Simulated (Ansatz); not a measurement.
# Cu(100) film, 6 layers, groove: surface scattering, part 2 of 2

Wanted: the relaxed structure and the transmission of Cu(100) film, 6 layers, groove.

Ansatz 0.2.0; Ansatz plane-wave DFT, PBE, PAW files; relaxation of the atoms about the surface defect; PAW set soft_1 (the session's first sound run).

So far: Set-up; Relaxing about the defect.

**2. Relaxing about the defect (continued)**

Relaxation path:

```
step  energy less that of the first step (eV)  largest force component (eV/Å)
   1                                   0.0000                          0.3735
   2                                  -0.0350                          0.2398
   3                                  -0.0600                          0.0441
   4                                  -0.0608                          0.0124
```

Forces are held to the 4 operations that the run works with; a distortion that breaks them can't arise in this run.

The atoms that moved most (Å):

```
atom      dx     dy      dz  length
Cu36  -0.090  0.000  -0.040   0.098
Cu52  -0.090  0.000   0.040   0.098
Cu41   0.038  0.000   0.046   0.060
Cu51   0.038  0.000  -0.046   0.060
Cu46  -0.036  0.000   0.000   0.036
```

This step gave:

```yaml
free_energy: -543248.2756 eV
energy_at_zero_smearing: -543247.8419 eV
fermi_energy: 6.544 eV
```

The largest force component on a free atom ends at 0.012 eV/Å, under the tolerance of 0.03, after 4 steps.

**3. Transmission along the film**

The film far from the defect is the lead. The first vector holds vacuum and takes one k-point. Energies from -0.05 to 0.05 eV in steps of 0.05 eV are too few for the program's thermal sum, so it prints no conductance; for a metal the transmission near the Fermi level serves, at a fraction of the cost.

This step: Ansatz plane-wave DFT, PBE, PAW files; ballistic transport by layer matching (Landauer), zero bias; PAW set soft_1 (Ansatz 0.2.0).

The input, input.yaml:

```yaml
crystal:
  lattice:
    - [20.0374, 0.0, 0.0]
    - [0.0, 2.5561627297, 0.0]
    - [0.0, 0.0, 35.7862782161]
  atoms:
    - { symbol: Cu, position: [0.2245800353, 0.0, 0.0] }
    - { symbol: Cu, position: [0.3147853514, 0.5, 0.0357142857] }
    - { symbol: Cu, position: [0.4049906675, 0.0, 0.0] }
    - { symbol: Cu, position: [0.4951959835, 0.5, 0.0357142857] }
    - { symbol: Cu, position: [0.5854012996, 0.0, 0.0] }
    - { symbol: Cu, position: [0.6756066156, 0.5, 0.0357142857] }
    - { symbol: Cu, position: [0.2245800353, 0.0, 0.0714285714] }
    - { symbol: Cu, position: [0.3147853514, 0.5, 0.1071428571] }
    - { symbol: Cu, position: [0.4049906675, 0.0, 0.0714285714] }
    - { symbol: Cu, position: [0.4951959835, 0.5, 0.1071428571] }
    - { symbol: Cu, position: [0.5854012996, 0.0, 0.0714285714] }
    - { symbol: Cu, position: [0.6756066156, 0.5, 0.1071428571] }
    - { symbol: Cu, position: [0.2245800353, 0.0, 0.1428571429] }
    - { symbol: Cu, position: [0.3147853514, 0.5, 0.1785714286] }
    - { symbol: Cu, position: [0.4049906675, 0.0, 0.1428571429] }
    - { symbol: Cu, position: [0.4951959835, 0.5, 0.1785714286] }
    - { symbol: Cu, position: [0.5854012996, 0.0, 0.1428571429] }
    - { symbol: Cu, position: [0.6756066156, 0.5, 0.1785714286] }
    - { symbol: Cu, position: [0.2245800353, 0.0, 0.2142857143] }
    - { symbol: Cu, position: [0.3147853514, 0.5, 0.25] }
    - { symbol: Cu, position: [0.4049906675, 0.0, 0.2142857143] }
    - { symbol: Cu, position: [0.4951959835, 0.5, 0.25] }
    - { symbol: Cu, position: [0.5854012996, 0.0, 0.2142857143] }
    - { symbol: Cu, position: [0.6756066156, 0.5, 0.25] }
    - { symbol: Cu, position: [0.2245800353, 0.0, 0.2857142857] }
    - { symbol: Cu, position: [0.3147853514, 0.5, 0.3214285714] }
    - { symbol: Cu, position: [0.4049906675, 0.0, 0.2857142857] }
    - { symbol: Cu, position: [0.4951959835, 0.5, 0.3214285714] }
    - { symbol: Cu, position: [0.5854012996, 0.0, 0.2857142857] }
    - { symbol: Cu, position: [0.6756066156, 0.5, 0.3214285714] }
    - { symbol: Cu, position: [0.2245800353, 0.0, 0.3571428571] }
    - { symbol: Cu, position: [0.3147853514, 0.5, 0.3928571429] }
    - { symbol: Cu, position: [0.4049906675, 0.0, 0.3571428571] }
    - { symbol: Cu, position: [0.4951959835, 0.5, 0.3928571429] }
    - { symbol: Cu, position: [0.585561196, 0.0, 0.3570637701] }
    - { symbol: Cu, position: [0.6711185473, 0.5, 0.3917440771] }
    - { symbol: Cu, position: [0.2245800353, 0.0, 0.4285714286] }
    - { symbol: Cu, position: [0.3147853514, 0.5, 0.4642857143] }
    - { symbol: Cu, position: [0.4049906675, 0.0, 0.4285714286] }
    - { symbol: Cu, position: [0.4951959835, 0.5, 0.4642857143] }
    - { symbol: Cu, position: [0.5872987234, 0.0, 0.4298567081] }
    - { symbol: Cu, position: [0.2245800353, 0.0, 0.5] }
    - { symbol: Cu, position: [0.3147853514, 0.5, 0.5357142857] }
    - { symbol: Cu, position: [0.4049906675, 0.0, 0.5] }
    - { symbol: Cu, position: [0.4951959835, 0.5, 0.5357142857] }
    - { symbol: Cu, position: [0.5836259471, 0.0, 0.5] }
    - { symbol: Cu, position: [0.2245800353, 0.0, 0.5714285714] }
    - { symbol: Cu, position: [0.3147853514, 0.5, 0.6071428571] }
    - { symbol: Cu, position: [0.4049906675, 0.0, 0.5714285714] }
    - { symbol: Cu, position: [0.4951959835, 0.5, 0.6071428571] }
    - { symbol: Cu, position: [0.5872987234, 0.0, 0.5701432919] }
    - { symbol: Cu, position: [0.6711185473, 0.5, 0.6082559229] }
    - { symbol: Cu, position: [0.2245800353, 0.0, 0.6428571429] }
    - { symbol: Cu, position: [0.3147853514, 0.5, 0.6785714286] }
    - { symbol: Cu, position: [0.4049906675, 0.0, 0.6428571429] }
    - { symbol: Cu, position: [0.4951959835, 0.5, 0.6785714286] }
    - { symbol: Cu, position: [0.585561196, 0.0, 0.6429362299] }
    - { symbol: Cu, position: [0.6756066156, 0.5, 0.6785714286] }
    - { symbol: Cu, position: [0.2245800353, 0.0, 0.7142857143] }
    - { symbol: Cu, position: [0.3147853514, 0.5, 0.75] }
    - { symbol: Cu, position: [0.4049906675, 0.0, 0.7142857143] }
    - { symbol: Cu, position: [0.4951959835, 0.5, 0.75] }
    - { symbol: Cu, position: [0.5854012996, 0.0, 0.7142857143] }
    - { symbol: Cu, position: [0.6756066156, 0.5, 0.75] }
    - { symbol: Cu, position: [0.2245800353, 0.0, 0.7857142857] }
    - { symbol: Cu, position: [0.3147853514, 0.5, 0.8214285714] }
    - { symbol: Cu, position: [0.4049906675, 0.0, 0.7857142857] }
    - { symbol: Cu, position: [0.4951959835, 0.5, 0.8214285714] }
    - { symbol: Cu, position: [0.5854012996, 0.0, 0.7857142857] }
    - { symbol: Cu, position: [0.6756066156, 0.5, 0.8214285714] }
    - { symbol: Cu, position: [0.2245800353, 0.0, 0.8571428571] }
    - { symbol: Cu, position: [0.3147853514, 0.5, 0.8928571429] }
    - { symbol: Cu, position: [0.4049906675, 0.0, 0.8571428571] }
    - { symbol: Cu, position: [0.4951959835, 0.5, 0.8928571429] }
    - { symbol: Cu, position: [0.5854012996, 0.0, 0.8571428571] }
    - { symbol: Cu, position: [0.6756066156, 0.5, 0.8928571429] }
    - { symbol: Cu, position: [0.2245800353, 0.0, 0.9285714286] }
    - { symbol: Cu, position: [0.3147853514, 0.5, 0.9642857143] }
    - { symbol: Cu, position: [0.4049906675, 0.0, 0.9285714286] }
    - { symbol: Cu, position: [0.4951959835, 0.5, 0.9642857143] }
    - { symbol: Cu, position: [0.5854012996, 0.0, 0.9285714286] }
    - { symbol: Cu, position: [0.6756066156, 0.5, 0.9642857143] }
kpoints:
  mp_grid: { grid: [1, 12, 1] }
hamiltonian:
  xc: pbe
  pseudopotentials: { kind: paw, azcp: { folder: soft_1 } }
scf:
  occupations: { method: fermi_dirac, width: 0.1 }
output:
  transmission: { leads: [[0, 6]], kmesh: [1, 24], e_range: [-0.05, 0.05], de: 0.05 }
  write_potential: true
  write_density: true
  volumetric_format: npy
  elf: true
```

Command:

```bash
$ ansatz run input.yaml --threads 8 --pin off --max-ram 15360MiB --backend cpu --events-out ev --progress --plain --runs-dir out
```

Numbers of over 12 decimals in the logs are rounded to 6 here.

What it wrote:

```text
[...]
Crystal: 82 atoms, lattice volume = 1832.932 Å³
Basis set: ecut = 420 eV, 35929 PW (Γ)
Bands: 935, of which v1, the nominal top of the filled ones, is band 779 counted from 1 (778 counted from 0)
Symmetry: 4 space group operations
[...]
k-points: 7 of 12
[...]
SCF iter   1: F=—  HF=-543315.601739 eV  |F-HF|=—  |Δ(HF+E_count)|=         —  Δρ=1.85e-1  dr2=3.79e2  ethr=3.10e-3  ⟨swp⟩=6.0  Hψ=24819  notcnv=0  defer=220
[...]
SCF iter  15: F=-543248.060187 eV  HF=-543248.060187 eV  |F-HF|=1.07e-8  |Δ(HF+E_count)|=   1.51e-9  Δρ=2.19e-6  dr2=5.06e-8  ethr=6.42e-12  ⟨swp⟩=10.3  Hψ=30253  notcnv=0
SCF 1 converged in 15 iterations: F = -543248.060187 eV  dr2 = 5.06e-8
[...]
transmission: 88 of 793 steps passed
transmission: 160 of 793 steps passed
[...]
transmission: 793 of 793 steps passed
WARN: The input density's exchange-correlation potential varies sharply where the density is thin. Do not read a vacuum level from v_tot or v_xc, or from such a field of the output density. On a cell that repeats whose density bears no net charge and no dipole along the vacuum's axis use v_es (v_loc + v_h of the components); under efield.dipole_correction with no amplitude use v_es + v_field, which holds any external [...]
SCF converged after 15 iterations
the last check of whether an eigenvalue changes by more than its tolerance under the output density was not made (no_room)
Free energy (F): -543248.060187 eV
[...]
Internal energy: -543247.116359 eV  (E = F + TS)
E sigma→0 (E₀):  -543247.588273 eV
Entropy (-TS):   -0.943829 eV (-11.510 meV/atom)
Fermi energy:    6.548585 eV
[...]
--- Band table (eV; the first three rows and the last of 7) ---
  k-point 0: bands = [... 775 lower, 5.1528, 5.1610, 5.1831, 5.2535, 5.2723, 5.3252, 5.3845, 5.4198, ... 152 higher]
  k-point 1: bands = [... 775 lower, 5.3232, 5.4542, 5.4677, 5.4819, 5.4992, 5.5627, 5.5678, 5.5976, ... 152 higher]
  k-point 2: bands = [... 775 lower, 5.6567, 5.8275, 5.8282, 5.8748, 5.9267, 6.0263, 6.0297, 6.1533, ... 152 higher]
  k-point 6: bands = [... 775 lower, 7.3954, 7.4373, 7.4595, 7.4736, 7.7560, 7.8053, 7.8072, 7.8122, ... 152 higher]
--- Transmission ---
  basis      : 455 plane waves across, 61 finite elements along
  points     : 13, standing for a mesh of 1 x 24
  energies   : 3 from -0.050000 to 0.050000 eV about the Fermi level, 0.050000 eV apart; the leads are filled to 0.000000 eV, and channels, transmission and decay are at 0.000000 eV
  crystal 0  : Cu6, at the sites [0, 6], period 2.5562 Å, over 26.84 Å; its Hamiltonian steps by up to 3.0 meV
    offset         : up to 0.0000 Å between an atom of the period and one for which it stands
    channels       : 4.125000e0 a spin
    conductance    : none, the energies end too early or step too widely for 300 K: set another output.transmission.e_range or a lower de, or, where they end at an eighth of basis.ecutwfc, a higher one
  junction   : crystal 0 to crystal 0, 0.64 to 33.87 Å
    transmission   : 3.091893e0 a spin
[...]
```

It took 22 min on 8 threads of Intel Xeon at 2.70GHz, shared host; peak memory 10 GiB; 2.4 h of CPU time.

Numbers from this step:

| Property | Result |
| --- | --- |
| free energy | -543248.0602 eV |
| energy at zero smearing | -543247.5883 eV |
| Fermi energy | 6.549 eV |
| cell area | 51.22 Å² |
| transmission per spin nearest the Fermi level | 3.092 |
| open channels per spin nearest the Fermi level | 4.125 |
| step of the lead's potential | 3 meV |

Per spin. The transmission, zone mean by energy, zero at the Fermi level:

```
energy (eV)  transmission, zone mean
    -0.0500                     3.03
     0.0000                     3.09
     0.0500                     3.03
```

Per spin. Table of open channels, zone mean, lead by energy, zero at the Fermi level:

```
energy (eV)  open channels, zone mean, lead
    -0.0500                            3.96
     0.0000                            4.12
     0.0500                            3.96
```

Electrostatic potential energy in the ca plane at fractional y = 0.000, with atoms of Cu within 0.2 Å of it. With pseudopotentials it is smooth inside the atoms' cores, unlike the true potential.

Ten even steps from '0' (-56 eV) to '9' (11 eV), each cell a mean:
```
99999999999999999999999999999999999999999999
99999999999999999999999999999999999999999999
99999999999999999999999999999999999999999999
99999999999999999999999999999999999999999999
99999999999999999999999999999999999999999999
99999999999999999999999999999999999999999999
99999999999999999999999999999999999999999999
99999999999999999999999999999999999999999999
98889999888999988899998889999888999988899998
51016996201599610169851016985102698510279851
74347997434799743479974347997434799733489963
99999999999999999999999999999999999999999999
99999999999999999999999999999999999999999999
74347997434799743479974347997424799732489963
62015896201699610169851026985102698510279851
98889999888999988899998889999888999988899998
99999999999999999999999999999999999999999999
87668998766899876689986678998667899866789986
61005895100588500059850016985001698400169840
87668998767899876789987678998667999866799986
99999999999999999999999999999999999999999999
99999999999999999999999999999999999999999999
99999999999999999999999999999999999999999999
99999999999999999999999999999999999999999999
```
Columns run along c (16.0 Å, from fractional 0.55 to 1.00 of the cell; values clipped at the 3rd and 97th percentile), rows up along a (20.0 Å). Atoms in or near the plane, at fractional coordinates: Cu at (0.57, 0.22), Cu at (0.57, 0.40), Cu at (0.57, 0.59), Cu at (0.64, 0.22), Cu at (0.64, 0.40), Cu at (0.64, 0.59), Cu at (0.71, 0.22), Cu at (0.71, 0.40), Cu at (0.71, 0.59), Cu at (0.79, 0.22), Cu at (0.79, 0.40), Cu at (0.79, 0.59), Cu at (0.86, 0.22), Cu at (0.86, 0.40) and more.

Valence density in the ca plane at fractional y = 0.000, with atoms of Cu within 0.2 Å of it. It is the smooth field of the valence electrons, not physical close to the nuclei.

Ten steps, logarithmic in the rise over the least value, from '0' (0 e/Å³) to '9' (43 e/Å³), each cell a mean:
```
00000000000000000000000000000000000000000000
00000000000000000000000000000000000000000000
00000000000000000000000000000000000000000000
00000000000000000000000000000000000000000000
00000000000000000000000000000000000000000000
00000000000000000000000000000000000000000000
00000000000000000000000000000000000000000000
00000000000000000000000000000000000000001000
01111001111000011100001110001111000111100011
37973112797311379721137972113796211379621138
25652002575211257521125751112575111267410126
00000000000000000000000000000000000000000000
00000000000000000000000000000000000000000000
15752112575211257521125751112575111267411126
27973112797311379721137972113796211379621138
01110000111000011100001110000111000111100011
00000110000011000001100000110000011000001000
12431001243100134310013421001342100134210013
27983113798311379731138972113897211489621148
02321001232100123210012320001232000123200013
00000000000000000000000000000000000000000000
00000000000000000000000000000000000000000000
00000000000000000000000000000000000000000000
00000000000000000000000000000000000000000000
```
Columns run along c (16.0 Å, from fractional 0.55 to 1.00 of the cell), rows up along a (20.0 Å). Atoms in or near the plane, at fractional coordinates: Cu at (0.57, 0.22), Cu at (0.57, 0.40), Cu at (0.57, 0.59), Cu at (0.64, 0.22), Cu at (0.64, 0.40), Cu at (0.64, 0.59), Cu at (0.71, 0.22), Cu at (0.71, 0.40), Cu at (0.71, 0.59), Cu at (0.79, 0.22), Cu at (0.79, 0.40), Cu at (0.79, 0.59), Cu at (0.86, 0.22), Cu at (0.86, 0.40) and more.

ELF in the ca plane at fractional y = 0.000, with atoms of Cu within 0.2 Å of it. It is the smooth field of the valence electrons, not physical close to the nuclei.

Values, 13 rows by 16 columns, each cell a mean:
```
0.00 0.00 0.00 0.00 0.00 0.00 0.00 0.00 0.00 0.00 0.00 0.00 0.00 0.00 0.00 0.00
0.00 0.00 0.00 0.00 0.00 0.00 0.00 0.00 0.00 0.00 0.00 0.00 0.00 0.00 0.00 0.00
0.01 0.03 0.03 0.03 0.03 0.03 0.03 0.03 0.03 0.03 0.03 0.03 0.03 0.03 0.03 0.03
0.09 0.20 0.22 0.19 0.20 0.20 0.20 0.21 0.19 0.21 0.20 0.20 0.21 0.19 0.20 0.20
0.18 0.25 0.26 0.22 0.25 0.23 0.23 0.25 0.22 0.25 0.23 0.23 0.25 0.22 0.25 0.23
0.26 0.21 0.20 0.29 0.21 0.24 0.23 0.21 0.29 0.20 0.23 0.24 0.21 0.29 0.20 0.21
0.23 0.24 0.25 0.23 0.25 0.24 0.24 0.25 0.23 0.25 0.24 0.24 0.25 0.23 0.25 0.24
0.25 0.22 0.20 0.29 0.21 0.23 0.23 0.21 0.29 0.20 0.23 0.24 0.21 0.29 0.20 0.21
0.21 0.22 0.24 0.20 0.25 0.22 0.22 0.24 0.20 0.24 0.22 0.21 0.25 0.20 0.24 0.22
0.22 0.22 0.23 0.24 0.23 0.22 0.22 0.23 0.24 0.23 0.22 0.22 0.23 0.24 0.22 0.21
0.20 0.19 0.19 0.22 0.19 0.19 0.19 0.19 0.22 0.19 0.19 0.20 0.19 0.22 0.18 0.18
0.05 0.05 0.05 0.05 0.06 0.05 0.05 0.05 0.05 0.05 0.05 0.05 0.05 0.05 0.05 0.05
0.00 0.00 0.00 0.00 0.00 0.00 0.00 0.00 0.00 0.00 0.00 0.00 0.00 0.00 0.00 0.00
```
Columns run along c (16.0 Å, from fractional 0.55 to 1.00 of the cell), rows up along a (20.0 Å). Atoms in or near the plane, at fractional coordinates: Cu at (0.57, 0.22), Cu at (0.57, 0.40), Cu at (0.57, 0.59), Cu at (0.64, 0.22), Cu at (0.64, 0.40), Cu at (0.64, 0.59), Cu at (0.71, 0.22), Cu at (0.71, 0.40), Cu at (0.71, 0.59), Cu at (0.79, 0.22), Cu at (0.79, 0.40), Cu at (0.79, 0.59), Cu at (0.86, 0.22), Cu at (0.86, 0.40) and more.

Over the solved energies the transmission per spin lies between 3.03 and 3.09, out of 4.01 channels of the lead on average (up to 4.12).

**4. Share that passes**

This step: Ansatz plane-wave DFT, PBE, PAW files; ballistic transport by layer matching (Landauer), zero bias; share of the film's channels that pass the defect (the area holds the vacuum); PAW set soft_1 (Ansatz 0.2.0).

This step gave:

| Quantity | Value |
| --- | --- |
| T over the leads' mean channel count | 0.7601 |

Averaged over the energies near the Fermi level, 76.0 % of the channels pass.

**5. What came out**

| Property | Result |
| --- | --- |
| share of the film's channels that pass | 0.760 |

76 % of the film's channels pass the defect. The film is 6 layers thick, so the defect disturbs a good part of its section. It runs straight across the current without end, so the wavevector along it is kept. Only atoms near the defect are relaxed, while the rest of the face keeps bulk spacings, so part of the reflection may come from that relaxed patch.

[Logs are printed without paths, hosts, clocks, repeated set-up lines and the standing remarks that a program may print on its own settings, such as how far it seeks lower states.]

[Hosts, paths, dates, database ids (printed as entryN), source tags and the programs' standing remarks are cut or masked in the printed files.]
